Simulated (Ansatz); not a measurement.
# One crystal, many levels of theory: KI (Fm-3m)

Wanted: a ladder of band gaps for KI (Fm-3m), from density functionals to G0W0.

Method: density functionals, hybrids and G0W0, plane waves, PAW, in Ansatz 0.2.0.

This is a report of a sequence of runs, with most program output left out.

In doubt: masses and optical values from hybrid runs of this build are listed as unsure (step 10), which bears on the screening that GW takes from such a start.

## (1) Set-up

The structure is cubic, space group Fm-3m (No. 225). The conventional cell has a = 7.066 Å, b = 7.066 Å, c = 7.066 Å, α = 90.00°, β = 90.00°, γ = 90.00°. Nearest to K lie 6 I at 3.53 Å. Nearest to I lie 6 K at 3.53 Å. Farther neighbours and most contacts between anions are not listed.

The cell and positions come from the Crystallography Open Database and are kept as given unless a step says otherwise. Spin-orbit coupling is left out unless a step names it. The default PAW set here is soft_2. Its files were made with PBE.

## (2) LDA on the 6×6×6 mesh

This step: DFT, LDA, plane waves, PAW.

input.yaml

```yaml
crystal:
  lattice:
    - [0.0, 3.532775, 3.532775]
    - [3.532775, 0.0, 3.532775]
    - [3.532775, 3.532775, 0.0]
  atoms:
    - { symbol: K, position: [0.0, 0.0, 0.0] }
    - { symbol: I, position: [0.5, 0.5, 0.5] }
kpoints:
  mp_grid: { grid: [6, 6, 6] }
  band_path:
    path:
      - [0.0, 0.0, 0.0]
      - [0.5, 0.0, 0.5]
      - [0.625, 0.25, 0.625]
      - [0.375, 0.375, 0.75]
      - [0.5, 0.5, 0.5]
      - [0.5, 0.25, 0.75]
    npoints: 1
hamiltonian:
  xc: lda
scf:
  occupations: { method: fixed }
  n_extra_bands: 4
output:
  eigenvalues: true
```

Launch:

```console
$ ansatz run input.yaml --threads 3 --pin off --max-ram 92160MiB --backend cuda --events-out ev --progress --plain --runs-dir out --devices 1 --max-vram 13GiB
```

Elapsed: 6.5 s, on 1 × NVIDIA H100 80GB HBM3 (shared by 6 runs) with 3 threads of AMD EPYC 7R13 (Zen 3), shared host; peak memory 0.87 GiB.

This step gave:

```yaml
gap: 3.606 eV
valence_top_at: Γ
conduction_bottom_at: Γ
least_direct_gap: 3.606 eV
```

Over mesh and listed points the gap is 3.606 eV, direct, at k = Γ.

## (3) PBE on the 6×6×6 mesh

Levels along a band path and on the mesh show where this functional puts the band edges.

This step: DFT, PBE, plane waves, PAW.

input.yaml

```yaml
crystal:
  lattice:
    - [0.0, 3.532775, 3.532775]
    - [3.532775, 0.0, 3.532775]
    - [3.532775, 3.532775, 0.0]
  atoms:
    - { symbol: K, position: [0.0, 0.0, 0.0] }
    - { symbol: I, position: [0.5, 0.5, 0.5] }
kpoints:
  mp_grid: { grid: [6, 6, 6] }
  band_path:
    path:
      - [[0.0, 0.0, 0.0], [0.5, 0.0, 0.5], [0.625, 0.25, 0.625]]
      - [[0.375, 0.375, 0.75], [0.0, 0.0, 0.0], [0.5, 0.5, 0.5], [0.5, 0.25, 0.75], [0.5, 0.0, 0.5]]
    npoints: 10
hamiltonian:
  xc: pbe
scf:
  occupations: { method: fermi_dirac, width: 0.02 }
  n_extra_bands: 4
output:
  eigenvalues: true
  write_density: true
  write_potential: true
  elf: true
  volumetric_format: npy
```

Run time: 8 s. Hardware: 1 × NVIDIA H100 80GB HBM3 (shared by 6 runs) with 3 threads; peak memory 0.9 GiB; 5.4 s of CPU time.

This step gave:

```
filled bands         : 13
gap                  : 3.967 eV
valence top at       : Γ
conduction bottom at : Γ
least direct gap     : 3.967 eV
```

Over mesh and path the gap is 3.967 eV, direct, at k = Γ. PBE against LDA: 3.967 − 3.606 = +0.361 eV, with the same mesh, files and cutoff, and both edges at the same k points.

## (4) PBE+SOC on the 6×6×6 mesh

This run has two-component orbitals with spin-orbit coupling.

This step: DFT, PBE with spin-orbit coupling, plane waves, PAW.

input.yaml, the sections that differ from step 3:

```yaml
kpoints:
  mp_grid: { grid: [6, 6, 6] }
  band_path:
    path:
      - [0.0, 0.0, 0.0]
      - [0.5, 0.0, 0.5]
      - [0.625, 0.25, 0.625]
      - [0.375, 0.375, 0.75]
      - [0.5, 0.5, 0.5]
      - [0.5, 0.25, 0.75]
    npoints: 1
scf:
  occupations: { method: fixed }
  n_extra_bands: 8
magnetization:
  noncollinear: true
  spin_orbit: true
# crystal, hamiltonian, output: as in step 3
```

The job ended after 8.8 s (1 × NVIDIA H100 80GB HBM3 (shared by 6 runs) with 3 threads; peak memory 0.99 GiB).

Numbers from this step:

| Quantity | Value |
| --- | --- |
| gap | 3.646 eV |
| valence top at | Γ |
| conduction bottom at | Γ |
| least direct gap | 3.646 eV |

Over mesh and listed points the gap is 3.646 eV, direct, at k = Γ. PBE+SOC against PBE: 3.646 − 3.967 = −0.321 eV, with the same mesh, set of files (read in its fully relativistic form for the spin-orbit run) and cutoff, and both edges at the same k points. The spin-orbit run sees mesh and listed points alone, so its gap is an upper bound: the coupling can move an edge off these points, and the change over the zone, its sign included where it is small, is not known.

## (5) r2SCAN on the 6×6×6 mesh

r2SCAN is a meta-GGA: it depends on the kinetic-energy density as well as on the density and its gradient.

This step: DFT, r2SCAN, plane waves, PAW.

Changes to input.yaml since step 4:

```diff
@@ -20,9 +20,6 @@
 hamiltonian:
-  xc: pbe
+  xc: r2scan
 scf:
   occupations: { method: fixed }
-  n_extra_bands: 8
-magnetization:
-  noncollinear: true
-  spin_orbit: true
+  n_extra_bands: 4
 output:
```

The job ended after 9.2 s (1 × NVIDIA H100 80GB HBM3 (shared by 6 runs) with 3 threads; peak memory 1.1 GiB; 4.7 s of CPU time).

This step gave:

```
gap                  : 4.611 eV
valence top at       : Γ
conduction bottom at : Γ
least direct gap     : 4.611 eV
```

Over mesh and listed points the gap is 4.611 eV, direct, at k = Γ. r2SCAN against PBE: 4.611 − 3.967 = +0.644 eV. The runs also differ in plane-wave cutoff (420 eV and 500 eV), so how much of this comes from the functional alone is not known.

## (6) HSE06 on the 4×4×4 mesh

HSE06 mixes in a quarter of exact exchange at short range.

This step: DFT, HSE06, plane waves, PAW.

input.yaml, the sections that differ from step 5:

```yaml
kpoints:
  mp_grid: { grid: [4, 4, 4] }
  band_path:
    path:
      - [0.0, 0.0, 0.0]
      - [0.5, 0.0, 0.5]
      - [0.625, 0.25, 0.625]
      - [0.375, 0.375, 0.75]
      - [0.5, 0.5, 0.5]
      - [0.5, 0.25, 0.75]
    npoints: 1
hamiltonian:
  xc: hse06
output:
  eigenvalues: true
# crystal, scf: as in step 5
```

Elapsed: 12 s, on 1 × NVIDIA H100 80GB HBM3 (shared by 6 runs) with 3 threads; peak memory 1 GiB; 14 s of CPU time.

This step gave:

* gap: 4.966 eV
* valence top at: Γ
* conduction bottom at: Γ
* least direct gap: 4.966 eV
* exact-exchange fraction: 0.25

Over mesh and listed points the gap is 4.966 eV, direct, at k = Γ. HSE06 against PBE: 4.966 − 3.967 = +0.999 eV. The runs also differ in mesh (6×6×6 and 4×4×4), so how much of this comes from the functional alone is not known.

## (7) PBE0 on the 4×4×4 mesh

PBE0 mixes in a quarter of exact exchange at all distances.

This step: DFT, PBE0, plane waves, PAW.

Changes to input.yaml since step 6:

```diff
@@ -20,3 +20,3 @@
 hamiltonian:
-  xc: hse06
+  xc: pbe0
 scf:
```

Wall time 9.5 s (1 × NVIDIA H100 80GB HBM3 (shared by 6 runs) with 3 threads); peak memory 1.1 GiB.

This step gave:

```
gap                     : 5.656 eV
valence top at          : Γ
conduction bottom at    : Γ
least direct gap        : 5.656 eV
exact-exchange fraction : 0.25
```

Over mesh and listed points the gap is 5.656 eV, direct, at k = Γ. PBE0 against HSE06: 5.656 − 4.966 = +0.690 eV, with the same mesh, files and cutoff, and both edges at the same k points.

## (8) DDH-PBE0 on the 4×4×4 mesh

The input asks for a share of exact exchange of one over the crystal's ε∞, which the program works out first.

This step: DFT, dielectric-dependent PBE0 (fraction 1/eps_inf of PBE), plane waves, PAW.

Changes to input.yaml since step 7:

```diff
@@ -8,2 +8,3 @@
     - { symbol: I, position: [0.5, 0.5, 0.5] }
+  host: atoms
 kpoints:
@@ -20,3 +21,6 @@
 hamiltonian:
-  xc: pbe0
+  xc:
+    exchange: pbe
+    correlation: pbe
+    exx: { coeff: inverse_dielectric }
 scf:
@@ -26 +30,5 @@
   eigenvalues: true
+  write_density: true
+  write_potential: true
+  elf: true
+  volumetric_format: npy
```

Wall time 29 s (1 × NVIDIA H100 80GB HBM3 (shared by 6 runs) with 3 threads); peak memory 1.2 GiB.

Numbers from this step:

| Quantity | Value |
| --- | --- |
| gap | 6.332 eV |
| valence top at | Γ |
| conduction bottom at | Γ |
| least direct gap | 6.332 eV |
| exact-exchange fraction | 0.3480 |

Over mesh and listed points the gap is 6.332 eV, direct, at k = Γ. DDH-PBE0 against PBE0: 6.332 − 5.656 = +0.676 eV, with the same mesh, files and cutoff, and both edges at the same k points.

## (9) G0W0@PBE, 4×4×4 mesh, 566 empty bands, screening to 200 eV

G0W0 replaces the xc potential by a self-energy built once from the orbitals of the start. Levels are corrected in the window of bands that the input names, at points of the mesh.

This step: G0W0 on PBE, plane waves, PAW.

input.yaml

```yaml
crystal:
  lattice:
    - [0.0, 3.532775, 3.532775]
    - [3.532775, 0.0, 3.532775]
    - [3.532775, 3.532775, 0.0]
  atoms:
    - { symbol: K, position: [0.0, 0.0, 0.0] }
    - { symbol: I, position: [0.5, 0.5, 0.5] }
kpoints:
  mp_grid: { grid: [4, 4, 4] }
hamiltonian:
  xc: pbe
scf:
  occupations: { method: fixed }
gw:
  n_empty_bands: 566
  ecut_chi: 200.0
  qp_bands: [v2, c2]
  qp_kpoints: band_edges
  screening: { model: contour_deformation }
```

Wall time 26 s (1 × NVIDIA H100 80GB HBM3 (shared by 6 runs) with 3 threads); peak memory 1.6 GiB; 26 s of CPU time.

This step gave:

```yaml
bands_summed: 579
rpa_eps_infinity_on_this_mesh_eigenvalues: 2.638, 2.638, 2.638
plane_waves_in_the_screening_matrix: 537
g0w0_gap_over_the_corrected_points: 6.147 eV
k_of_the_valence_top: 0, 0, 0
k_of_the_conduction_bottom: 0, 0, 0
starting_gap_on_the_mesh: 3.967 eV
z_at_the_valence_top: 0.7998
z_at_the_conduction_bottom: 0.8462
least_direct_g0w0_gap_over_the_corrected_points: 6.147 eV
```

Over all 8 irreducible mesh points the G0W0 gap is 6.147 eV, direct, at k = Γ. The PBE gap of this run on the mesh is 3.967 eV. The two states that bound the G0W0 gap lie that far apart at the start, so the correction of the gap is 6.147 − 3.967 = +2.180 eV.

## (10) G0W0@HSE06, 4×4×4 mesh, 263 empty bands, screening to 120 eV

This step: G0W0 on HSE06, plane waves, PAW.

Changes to input.yaml since step 9:

```diff
@@ -11,3 +11,3 @@
 hamiltonian:
-  xc: pbe
+  xc: hse06
 scf:
@@ -15,4 +15,4 @@
 gw:
-  n_empty_bands: 566
-  ecut_chi: 200.0
+  n_empty_bands: 263
+  ecut_chi: 120
   qp_bands: [v2, c2]
```

Run time: 27 s. Hardware: 1 × NVIDIA H100 80GB HBM3 (shared by 6 runs) with 3 threads; peak memory 1.3 GiB; 28 s of CPU time.

This step gave:

* bands summed: 276
* RPA ε∞ on this mesh (eigenvalues): 2.375, 2.375, 2.375
* plane waves in the screening matrix: 259
* G0W0 gap over the corrected points: 6.557 eV
* k of the valence top: 0, 0, 0
* k of the conduction bottom: 0, 0, 0
* starting gap on the mesh: 4.966 eV
* Z at the valence top: 0.8268
* Z at the conduction bottom: 0.8663
* least direct G0W0 gap over the corrected points: 6.557 eV

Over all 8 irreducible mesh points the G0W0 gap is 6.557 eV, direct, at k = Γ. The HSE06 gap of this run on the mesh is 4.966 eV. The two states that bound the G0W0 gap lie that far apart at the start, so the correction of the gap is 6.557 − 4.966 = +1.591 eV. G0W0@HSE06 against G0W0@PBE with 276 bands (a further run, in the table below): 6.557 − 6.080 = +0.477 eV, with the same mesh, files and cutoffs, and both edges at the same k points.

## (11) G0W0@LDA, 4×4×4 mesh, 263 empty bands, screening to 120 eV

This step: G0W0 on LDA, plane waves, PAW.

Changes to input.yaml since step 10:

```diff
@@ -11,3 +11,3 @@
 hamiltonian:
-  xc: hse06
+  xc: lda
 scf:
```

The job ended after 10 s (1 × NVIDIA H100 80GB HBM3 (shared by 6 runs) with 3 threads; peak memory 1.2 GiB).

This step gave:

| Property | Result |
| --- | --- |
| bands summed | 276 |
| RPA ε∞ on this mesh (eigenvalues) | 2.784, 2.784, 2.784 |
| plane waves in the screening matrix | 259 |
| G0W0 gap over the corrected points | 5.883 eV |
| k of the valence top | 0, 0, 0 |
| k of the conduction bottom | 0, 0, 0 |
| starting gap on the mesh | 3.605 eV |
| Z at the valence top | 0.7934 |
| Z at the conduction bottom | 0.8407 |
| least direct G0W0 gap over the corrected points | 5.883 eV |

Over all 8 irreducible mesh points the G0W0 gap is 5.883 eV, direct, at k = Γ. The LDA gap of this run on the mesh is 3.605 eV. The two states that bound the G0W0 gap lie that far apart at the start, so the correction of the gap is 5.883 − 3.605 = +2.278 eV. G0W0@LDA against G0W0@HSE06 with 276 bands: 5.883 − 6.557 = −0.674 eV, with the same mesh, files and cutoffs, and both edges at the same k points.

## (12) Gap and time by level

Each gap is the least one over the points named; times are wall times on shared hosts, not benchmarks. A G0W0 time includes the run's own self-consistent start. Runs with listed points see these and the mesh alone, so an edge that moves elsewhere is missed. Rows marked * are further runs, not shown as steps, whose inputs differ from the G0W0 step on the same start in the columns given; solver thresholds can differ too.

```tsv
level	mesh	files, cutoff	bands summed, screening	points	gap (eV)	valence top	conduction bottom	least direct gap (eV)	time
LDA	6×6×6	soft_2 PAW, 420 eV	-	mesh and listed points	3.606	Γ	Γ	3.606	6.5 s
PBE	6×6×6	soft_2 PAW, 420 eV	-	mesh and path	3.967	Γ	Γ	3.967	8 s
PBE+SOC	6×6×6	soft_2 PAW, 420 eV	-	mesh and listed points	3.646	Γ	Γ	3.646	8.8 s
r2SCAN	6×6×6	soft_2 PAW, 500 eV	-	mesh and listed points	4.611	Γ	Γ	4.611	9.2 s
HSE06	4×4×4	soft_2 PAW, 420 eV	-	mesh and listed points	4.966	Γ	Γ	4.966	12 s
PBE0	4×4×4	soft_2 PAW, 420 eV	-	mesh and listed points	5.656	Γ	Γ	5.656	9.5 s
DDH-PBE0	4×4×4	soft_2 PAW, 420 eV	-	mesh and listed points	6.332	Γ	Γ	6.332	29 s
G0W0@PBE*	4×4×4	soft_2 PAW, 420 eV	106, 60 eV	all 8 irreducible mesh points	5.852	Γ	Γ	5.852	10 s
G0W0@PBE*	4×4×4	soft_2 PAW, 420 eV	276, 120 eV	all 8 irreducible mesh points	6.080	Γ	Γ	6.080	9.9 s
G0W0@PBE	4×4×4	soft_2 PAW, 420 eV	579, 200 eV	all 8 irreducible mesh points	6.147	Γ	Γ	6.147	26 s
G0W0@HSE06	4×4×4	soft_2 PAW, 420 eV	276, 120 eV	all 8 irreducible mesh points	6.557	Γ	Γ	6.557	27 s
G0W0@LDA	4×4×4	soft_2 PAW, 420 eV	276, 120 eV	all 8 irreducible mesh points	5.883	Γ	Γ	5.883	10 s
```

## (13) Outcome

* LDA, over mesh and listed points: 3.606 eV
* PBE, over mesh and path: 3.967 eV
* PBE+SOC, over mesh and listed points: 3.646 eV
* r2SCAN, over mesh and listed points: 4.611 eV
* HSE06, over mesh and listed points: 4.966 eV
* PBE0, over mesh and listed points: 5.656 eV
* DDH-PBE0, over mesh and listed points: 6.332 eV
* G0W0@PBE (579 bands, 4×4×4), over all 8 irreducible mesh points: 6.147 eV
* G0W0@HSE06, over all 8 irreducible mesh points: 6.557 eV
* G0W0@LDA, over all 8 irreducible mesh points: 5.883 eV
* known limits: finite bands, screening cutoff and k mesh; no spin-orbit coupling in G0W0

In words: The rows run from 3.606 eV (LDA) to 6.557 eV (G0W0@HSE06). They differ in mesh, plane-wave cutoff, bands and screening cutoff of G0W0 and the points over which the gap was sought as well as in level, so only pairs that share these are like for like. PBE against LDA: 3.967 − 3.606 = +0.361 eV, with the same mesh, files and cutoff, and both edges at the same k points. PBE+SOC against PBE: 3.646 − 3.967 = −0.321 eV, with the same mesh, set of files (read in its fully relativistic form for the spin-orbit run) and cutoff, and both edges at the same k points. The spin-orbit run sees mesh and listed points alone, so its gap is an upper bound: the coupling can move an edge off these points, and the change over the zone, its sign included where it is small, is not known. PBE0 against HSE06: 5.656 − 4.966 = +0.690 eV, with the same mesh, files and cutoff, and both edges at the same k points. DDH-PBE0 against PBE0: 6.332 − 5.656 = +0.676 eV, with the same mesh, files and cutoff, and both edges at the same k points. G0W0@HSE06 against G0W0@PBE with 276 bands: 6.557 − 6.080 = +0.477 eV, with the same mesh, files and cutoffs, and both edges at the same k points. G0W0@LDA against G0W0@HSE06 with 276 bands: 5.883 − 6.557 = −0.674 eV, with the same mesh, files and cutoffs, and both edges at the same k points. The dielectric-dependent hybrid took 0.348 of exact exchange, against 0.25 in PBE0. G0W0@PBE (579 bands, 4×4×4) moves the gap of its own start on the mesh by 6.147 − 3.967 = +2.180 eV, between the same two levels. Both edges that PBE shows over mesh and path lie at k points where levels were corrected. Levels at other points were not corrected, so a lower G0W0 gap elsewhere in the zone is not ruled out. G0W0@HSE06 moves the gap of its own start on the mesh by 6.557 − 4.966 = +1.591 eV, between the same two levels. Both edges that HSE06 shows over mesh and listed points lie at k points where levels were corrected. Levels at other points were not corrected, so a lower G0W0 gap elsewhere in the zone is not ruled out. G0W0@LDA moves the gap of its own start on the mesh by 5.883 − 3.605 = +2.278 eV, between the same two levels. Both edges that LDA shows over mesh and listed points lie at k points where levels were corrected. Levels at other points were not corrected, so a lower G0W0 gap elsewhere in the zone is not ruled out. What spin-orbit coupling does to the G0W0 levels was not computed, so no sum with the G0W0 gap is formed. For G0W0@PBE: from 106 bands and 60 eV to 579 bands and 200 eV the gap moves by 6.147 − 5.852 = +0.295 eV (rung by rung 5.852, 6.080, 6.147 eV); bands and screening cutoff rise together, so their parts are not told apart. A line in one over the bands through the two highest rungs gives 6.147 + (6.147 − 6.080) × 276 / (579 − 276) = 6.208 eV, and through the pair below 6.080 + (6.080 − 5.852) × 106 / (276 − 106) = 6.222 eV. The two agree within 0.03 eV and the same two states bound the gap in each rung, so 6.208 eV is taken as an estimate of the limit on this mesh. The other G0W0 rows are shown at one basis each (276 bands), so their distance from the limit is not known here. The G0W0 runs are scalar-relativistic. No pair of G0W0 runs that differ in the mesh alone is shown (4×4×4 is a supercell whose nearest images lie 20 Å apart), so the error from the mesh is not known here. G0W0@PBE runs of this series with other atomic data on the same mesh, not shown as steps, give 6.083 eV (hard PAW, 520 eV, 276 bands, screening to 120 eV; the table's row with the same empty bands and screening cutoff has 6.080 eV); where bands and cutoffs differ too, the part of the files is not isolated.

[Paths, hosts, dates, memory and timing lines, banners, echoed tables and standing remarks are left out of the program output.]

[Logs are printed without paths, hosts, clocks, repeated set-up lines and the standing remarks that a program may print on its own settings, such as how far it seeks lower states.]

[Runs of the session that timed out or met a known fault of the program may be left out.]

[Cells called generated may have been cut or substituted from an entry of the Crystallography Open Database or the Materials Project.]

[Hosts, paths, dates, database ids (printed as entryN), source tags and the programs' standing remarks are cut or masked in the printed files.]

[Where an RPA ε∞ is given, it is that of the G0W0 mesh and is not shown converged in it. Names of k-points follow the symmetry that the program found, which can be lower than the space group named. Band edges on a path are those of the sampled points; other points can move an edge, and change direct to indirect where valleys lie close.]

[Hybrid gaps are those of their k-mesh and are not shown converged in it.]
